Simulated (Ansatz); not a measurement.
# Lattice dynamics of (AgCl)1(AgBr)3 [001] superlattice, started as rocksalt type, part 2 of 3

Wanted: phonon frequencies of (AgCl)1(AgBr)3 [001] superlattice, started as rocksalt type and what follows from them.

Ansatz 0.2.0; DFT PBEsol, scalar-relativistic, plane waves, PAW.

So far. Step 3 (Relaxing to small forces for the phonons): The largest force component left is 0.42 meV/Å and the pressure is -0.002 GPa, within the tolerances set. The cell now holds 22.23 Å³/atom. The relaxed cell has a = 3.984, c = 11.204 Å (conventional setting).

The structure was built from a prototype and need not be the compound's stable phase.

### 4. Modes at Γ

The zone centre is the only wavevector solved here; it holds the modes that light can see, as far as symmetry allows. The response to a homogeneous field gives the Born charges and the dielectric tensor, and its change with displacement the Raman tensors.

Input file input.yaml:

```yaml
crystal:
  lattice:
    - [2.8169074734, 2.8169074734, 0.0]
    - [-2.8169074734, 2.8169074734, 0.0]
    - [0.0, 0.0, 11.2039535623]
  atoms:
    - { symbol: Ag, position: [0.0, 0.0, 0.0] }
    - { symbol: Ag, position: [0.5, 0.5, 0.2431112271] }
    - { symbol: Ag, position: [0.0, 0.0, 0.5] }
    - { symbol: Ag, position: [0.5, 0.5, 0.7568887729] }
    - { symbol: Br, position: [1.0, 0.0, 0.2454759791] }
    - { symbol: Br, position: [0.5, 0.5, 0.5] }
    - { symbol: Br, position: [1.0, 0.0, 0.7545240209] }
    - { symbol: Cl, position: [0.5, 0.5, 0.0] }
kpoints:
  mp_grid: { grid: [8, 8, 4] }
hamiltonian:
  xc: pbesol
scf:
  occupations: { method: fixed }
output:
  eigenvalues: true
phonons:
  method: dfpt
  dielectric: true
  rigid_motions: translations
  raman: true
```

Launch:

```sh
> ansatz run input.yaml --threads 8 --pin off --max-ram 14336MiB --backend cpu --events-out ev --progress --plain --runs-dir out
```

Numbers of over 12 decimals in the logs are rounded to 6 here.

The program printed:

```text
[...]
Crystal: 8 atoms, lattice volume = 177.806 Å³
Basis set: ecut = 420 eV, 3485 PW (Γ), exchange–correlation on 54×54×150 points (8 copies of the dense FFT grid, shifted against one another)
Bands: 63, of which v1, the nominal top of the filled ones, is band 52 counted from 1 (51 counted from 0)
Symmetry: 16 space group operations
k-points: 78 of 256 (irreducible under 2 space group operations, time reversal used)
[...]
SCF iter   1: F=—  HF=-39361.558079 eV  |F-HF|=—  |Δ(HF+E_count)|=         —  Δρ=6.54e-3  dr2=7.85e-2  ethr=1.77e-3  ⟨swp⟩=5.2  Hψ=15263  notcnv=0  defer=650
[...]
SCF iter  10: F=-39361.536041 eV  HF=-39361.536041 eV  |F-HF|=1.46e-11  |Δ(HF+E_count)|=  5.82e-11  Δρ=7.65e-8  dr2=2.15e-11  ethr=1.00e-12  ⟨swp⟩=15.0  Hψ=34998  notcnv=0
SCF 1 converged in 10 iterations: F = -39361.536041 eV  dr2 = 2.15e-11
[...]
DFPT response loops at Γ: preconditioner auto → Resta (q_TF=auto, 2.495 Å⁻¹)  ε∞=11.4 (no band partly filled); β = 1.00, the filter's whole step (`scf.mixing.beta` (0.50) is not read by the response loops at its default; to damp them type it under 1.00, their step now; it binds the ground state too); Broyden in place of MSR1
── the response to a field inside a basis, on 14×14×6 k-points: an SCF that follows is theirs, and a resumed run solves both again ──
Bands: 53, of which v1, the nominal top of the filled ones, is band 52 counted from 1 (51 counted from 0)
k-points: 84 of 1176
[...]
Eigensolver: Dense (84 Hₖ)
SCF iter   1: F=—  HF=-39361.199803 eV  |F-HF|=—  |Δ(HF+E_count)|=         —  Δρ=8.24e-4  dr2=4.75e-4  ethr=1.00e-1
[...]
SCF iter   8: F=-39361.199849 eV  HF=-39361.199849 eV  |F-HF|=2.91e-11  |Δ(HF+E_count)|=  8.73e-11  Δρ=1.42e-7  dr2=2.82e-11  ethr=1.00e-12
SCF 1 converged in 8 iterations: F = -39361.199849 eV  dr2 = 2.82e-11
[...]
WARN: field response: ε∞ stands inside a basis, on 14×14×6 points; the force constants stand on the 8×8×4 k-mesh, whose period is 13.88 times the interband length at k = (0.0000, 0.0000, 0.0000), direct gap 2.225 eV, under 14: take them and everything formed from them as unconverged, and compare with a denser kpoints.mp_grid
SCF converged after 10 iterations
Free energy (F): -39361.536041 eV
[...]
Internal energy: -39361.536041 eV  (E = F + TS)
E sigma→0 (E₀):  -39361.536041 eV
Fermi energy:    8.797906 eV
[...]
--- Band table (eV; the first three rows and the last of 78) ---
  k-point 0: bands = [... 48 lower, 6.8170, 6.8170, 6.9881, 7.0336, 9.2581, 10.2553, 11.8770, 12.2061, ... 7 higher]
  k-point 1: bands = [... 48 lower, 6.8037, 6.8037, 6.9433, 7.0010, 9.6158, 10.4078, 11.4393, 11.6939, ... 7 higher]
  k-point 2: bands = [... 48 lower, 6.7774, 6.7857, 6.8620, 6.9486, 10.3891, 10.5924, 10.7592, 11.0694, ... 7 higher]
  k-point 77: bands = [... 48 lower, 6.7386, 6.7940, 6.8194, 7.0987, 10.9807, 10.9816, 11.1267, 11.5779, ... 7 higher]
--- Phonons (Γ-DFPT): 12 representative perturbations + reference, on 78 of 256 k-points (Σ response iterations 42) ---
  k mesh reduced under 2 symmetry operations, with k and −k counted as one. Each operation leaves every solved perturbation unchanged. A smaller set is not considered because the run solves the response to a homogeneous field
  ASR residual: 5.897e-5 → 0.000e0 eV/Å²; symmetrization residual: 1.033e-5 eV/Å²
  ASR residual per site (eV/Å²): 9.18e-6 3.59e-5 5.90e-5 3.59e-5 1.86e-5 1.44e-5 1.86e-5 3.76e-5
  Γ frequencies (cm⁻¹): 0.00 0.00 0.00 22.00 22.00 22.17 22.17 28.77 28.77 45.94 76.92 81.11 86.52 86.52 92.77 104.43 104.43 106.95 106.95 114.53 117.99 117.99 129.74 168.80
  ε∞ (high-frequency dielectric tensor):
        6.282745     0.000000     0.000000
        0.000000     6.282745     0.000000
        0.000000     0.000000     6.292893
  ε⁰ (static dielectric tensor: ions relaxed, cell fixed):
       15.416395    -0.000000     0.000000
       -0.000000    15.416395    -0.000000
        0.000000    -0.000000    13.091183
  ε⁰ − ε∞ (ionic part):
        9.133650    -0.000000     0.000000
       -0.000000     9.133650    -0.000000
        0.000000    -0.000000     6.798290
  softest optical mode at Γ: 22.00 cm⁻¹; the repairs (sum rule, projections) moved no ω² at Γ by more than (1.48 cm⁻¹)²
  Born effective charges Z* (e; rows j = field, columns β = displacement):
    site 0:
         1.44031    0.00000    0.00000
         0.00000    1.44031    0.00000
         0.00000   -0.00000    1.51097
    site 1:
         1.48890    0.00000    0.00000
         0.00000    1.48890    0.00000
         0.00000   -0.00000    1.47720
    site 2:
         1.51094    0.00000    0.00000
         0.00000    1.51094    0.00000
         0.00000   -0.00000    1.43944
    site 3:
         1.48890    0.00000   -0.00000
         0.00000    1.48890   -0.00000
        -0.00000    0.00000    1.47720
    site 4:
        -1.43890   -0.00000    0.00000
        -0.00000   -1.43890    0.00000
         0.00000   -0.00000   -1.37506
    site 5:
        -1.51404   -0.00000    0.00000
        -0.00000   -1.51404    0.00000
         0.00000   -0.00000   -1.43995
    site 6:
        -1.43890    0.00000    0.00000
        -0.00000   -1.43890    0.00000
        -0.00000   -0.00000   -1.37506
    site 7:
        -1.53720    0.00000    0.00000
         0.00000   -1.53720    0.00000
         0.00000   -0.00000   -1.71475
  Z* charge neutrality: 3.723e-2 e pre-enforcement
  solved inside a basis spanned on kpoints, on 14×14×6 k-points: ε∞ is read to err by 3.2e-2, Z* by 2.7e-2 e (field_mesh: kpoints solves on kpoints); Z* is corrected for what the basis lacks
  Raman tensors (in the event stream and the table raman_tensors.tsv): an entry may err by 1.5e-1 Å², one of the second-order susceptibility by 7.9e-19 pm/V (basis, points and sum rule); their sum over the sites missed zero by 1.110e-16 Å² ahead of its enforcement
  optical modes at Γ without the LO–TO term, one row a degenerate level:
      ω (cm⁻¹)  modes    IR ((D/Å)²/amu)  static Raman (Å⁴/amu)  depolarisation
         22.00      2             0.0478                 0.0000               —
         22.17      2             0.0000                 0.0811           0.750
         28.77      2             0.0448                 0.0000               —
         45.94      1             0.0292                 0.0000               —
         76.92      1             0.0000                 0.0717           0.234
         81.11      1             1.6186                 0.0000               —
         86.52      2             9.8116                 0.0000               —
         92.77      1             1.7629                 0.0000               —
        104.43      2             0.6467                 0.0000               —
        106.95      2             0.0000                 0.2965           0.750
        114.53      1             0.0000                 0.8089           0.184
        117.99      2             0.0000                 0.0000               —
        129.74      1             1.2250                 0.0000               —
        168.80      1             0.8333                 0.0000               —
  optical modes at Γ + LO–TO along q̂ = [1.0000, 0.0000, 0.0000]:
      ω (cm⁻¹)  modes    IR ((D/Å)²/amu)  static Raman (Å⁴/amu)  depolarisation
         22.00      1             0.0239                 0.0000               —
         22.17      2             0.0000                 0.0811           0.750
         22.41      1             0.0037                 0.0000               —
         28.77      1             0.0224                 0.0000               —
         29.09      1             0.0041                 0.0000               —
         45.94      1             0.0292                 0.0000               —
         76.92      1             0.0000                 0.0717           0.234
         81.11      1             1.6186                 0.0000               —
         86.52      1             4.9058                 0.0000               —
         92.77      1             1.7629                 0.0000               —
        102.96      1             0.0693                 0.0000               —
        104.43      1             0.3234                 0.0000               —
        106.95      2             0.0000                 0.2965           0.750
        114.53      1             0.0000                 0.8089           0.184
        117.99      1             0.0001                 0.0000               —
        117.99      1             0.0000                 0.0000               —
        129.74      1             1.2250                 0.0000               —
        133.52      1             5.1984                 0.0000               —
        168.80      1             0.8333                 0.0000               —
  optical modes at Γ + LO–TO along q̂ = [0.0000, 1.0000, 0.0000]:
      ω (cm⁻¹)  modes    IR ((D/Å)²/amu)  static Raman (Å⁴/amu)  depolarisation
         22.00      1             0.0239                 0.0000               —
         22.17      2             0.0000                 0.0811           0.750
         22.41      1             0.0037                 0.0000               —
         28.77      1             0.0224                 0.0000               —
         29.09      1             0.0041                 0.0000               —
         45.94      1             0.0292                 0.0000               —
         76.92      1             0.0000                 0.0717           0.234
         81.11      1             1.6186                 0.0000               —
         86.52      1             4.9058                 0.0000               —
         92.77      1             1.7629                 0.0000               —
        102.96      1             0.0693                 0.0000               —
        104.43      1             0.3234                 0.0000               —
        106.95      2             0.0000                 0.2965           0.750
        114.53      1             0.0000                 0.8089           0.184
        117.99      1             0.0001                 0.0000               —
        117.99      1             0.0000                 0.0000               —
        129.74      1             1.2250                 0.0000               —
        133.52      1             5.1984                 0.0000               —
        168.80      1             0.8333                 0.0000               —
  optical modes at Γ + LO–TO along q̂ = [0.0000, 0.0000, 1.0000]:
      ω (cm⁻¹)  modes    IR ((D/Å)²/amu)  static Raman (Å⁴/amu)  depolarisation
         22.00      2             0.0478                 0.0000               —
         22.17      2             0.0000                 0.0811           0.750
         28.77      2             0.0448                 0.0000               —
         46.19      1             0.0049                 0.0000               —
         76.92      1             0.0000                 0.0717           0.234
         85.74      1             0.0716                 0.0000               —
         86.52      2             9.8116                 0.0000               —
        104.43      2             0.6467                 0.0000               —
        106.95      2             0.0000                 0.2965           0.750
        109.41      1             1.0326                 0.0000               —
        114.53      1             0.0000                 0.8089           0.184
        117.99      2             0.0000                 0.0000               —
        142.41      1             2.0079                 0.0000               —
        176.94      1             2.3520                 0.0000               —
```

The job ended after 12 min (8 threads of Intel Xeon Platinum 8375C at 2.90GHz (Ice Lake), shared host; peak memory 4.3 GiB; 77 min of CPU time).

This step gave:

* sum-rule residual before enforcement: 5.90e-5 eV/Å²
* miss of the charge sum rule: 0.03723 e
* estimated error of the dielectric tensor: 0.03235
* estimated error of the Born charges: 0.02743 e
* point group: 4/mmm
* highest optical mode at the zone centre (no LO-TO term): 168.8 cm⁻¹
* lowest optical zone-centre mode: 22 cm⁻¹
* mean high-frequency dielectric constant: 6.286
* largest Born charge (third of the trace): -1.596 e
* mean static dielectric constant: 14.64
* top of the zone-centre spectrum with the field: 176.9 cm⁻¹

Without the LO-TO term. Patterns of degenerate modes are one choice out of their space. The modes at Γ (shares of kinetic energy by element, %):

```
mode  frequency (cm⁻¹)  symmetry  Ag %  Br %  Cl %
   1               0.0  acoustic    61    34     5
   2               0.0  acoustic    61    34     5
   3               0.0  acoustic    61    34     5
   4              22.0        Eu    82    12     6
   5              22.0        Eu    82    12     6
   6              22.2        Eg    65    35     0
   7              22.2        Eg    65    35     0
   8              28.8        Eu    73    26     1
   9              28.8        Eu    73    26     1
  10              45.9       A2u    84    15     2
  11              76.9       A1g    98     2     0
  12              81.1       A2u    78    19     2
  13              86.5        Eu    30    21    48
  14              86.5        Eu    30    21    48
  15              92.8       A2u    41    59     0
  16             104.4        Eu    29    51    20
  17             104.4        Eu    29    51    20
  18             107.0        Eg    35    65     0
  19             107.0        Eg    35    65     0
  20             114.5       A1g     2    98     0
  21             118.0        Eu    25    55    20
  22             118.0        Eu    25    55    20
  23             129.7       A2u    28    60    12
  24             168.8       A2u     7    14    79
```

Displacements in mode 5 (22.0 cm⁻¹), the largest set to 1:
```
Ag1 -0.15  1.00  0.00
Ag2  0.01 -0.05  0.00
Ag3  0.09 -0.62  0.00
Ag4  0.01 -0.05  0.00
Br5  0.01 -0.06  0.00
Br6  0.08 -0.52  0.00
Br7  0.01 -0.06  0.00
Cl8 -0.09  0.57  0.00
```

Displacements in mode 18 (107.0 cm⁻¹), the largest set to 1:
```
Ag1  0.00  0.00  0.00
Ag2  0.04 -0.63  0.00
Ag3  0.00  0.00  0.00
Ag4 -0.04  0.63  0.00
Br5 -0.07  1.00  0.00
Br6  0.00  0.00  0.00
Br7  0.07 -1.00  0.00
Cl8  0.00  0.00  0.00
```

Optical modes at the zone centre, without and with the macroscopic field of the longitudinal modes; each column is sorted by frequency, so a row need not hold one and the same mode. Modes with and without the field, by row:

```
rank among optical modes  no field (cm⁻¹)  q along (1, 0, 0) (cm⁻¹)  q along (0, 0, 1) (cm⁻¹)
                       1               22                        22                        22
                       2               22                      22.2                        22
                       3             22.2                      22.2                      22.2
                       4             22.2                      22.4                      22.2
                       5             28.8                      28.8                      28.8
                       6             28.8                      29.1                      28.8
                       7             45.9                      45.9                      46.2
                       8             76.9                      76.9                      76.9
                       9             81.1                      81.1                      85.7
                      10             86.5                      86.5                      86.5
                      11             86.5                      92.8                      86.5
                      12             92.8                       103                     104.4
                      13            104.4                     104.4                     104.4
                      14            104.4                       107                       107
                      15              107                       107                       107
                      16              107                     114.5                     109.4
                      17            114.5                       118                     114.5
                      18              118                       118                       118
                      19              118                     129.7                       118
                      20            129.7                     133.5                     142.4
                      21            168.8                     168.8                     176.9
```

Born charge (rows field, columns displacement) (e), principal values of the symmetric part by kind of site:

```
atom  atoms with these values    low  middle   high   mean
 Ag1                        1   1.44    1.44   1.51   1.46
 Ag2                        2   1.48    1.49   1.49   1.49
 Ag3                        1   1.44    1.51   1.51   1.49
 Br5                        2  -1.44   -1.44  -1.38  -1.42
 Br6                        1  -1.51   -1.51  -1.44  -1.49
 Cl8                        1  -1.71   -1.54  -1.54  -1.60
```

In full for Br6:

```
-1.51  0.00  0.00
 0.00 -1.51  0.00
 0.00  0.00 -1.44
```

High-frequency dielectric tensor:

```
6.28 0.00 0.00
0.00 6.28 0.00
0.00 0.00 6.29
```

Static dielectric tensor (ions relaxed, fixed cell):

```
15.42  0.00  0.00
 0.00 15.42  0.00
 0.00  0.00 13.09
```

Transverse modes. Lines of the infrared spectrum (strongest = 100):

```
position (cm⁻¹)  lines merged  relative intensity
             22             2                 0.5
             29             1                 0.5
             46             1                 0.3
             77             1                 0.0
             81             1                  16
             86             1                 100
             93             1                  18
            104             1                 6.6
            107             1                 0.0
            114             1                 0.0
            118             1                 0.0
            130             1                  12
            169             1                 8.5
```

[end of part 2 of 3]

[Logs are printed without paths, hosts, clocks, repeated set-up lines and the standing remarks that a program may print on its own settings, such as how far it seeks lower states.]

[Hosts, paths, dates, database ids (printed as entryN), source tags and the programs' standing remarks are cut or masked in the printed files.]
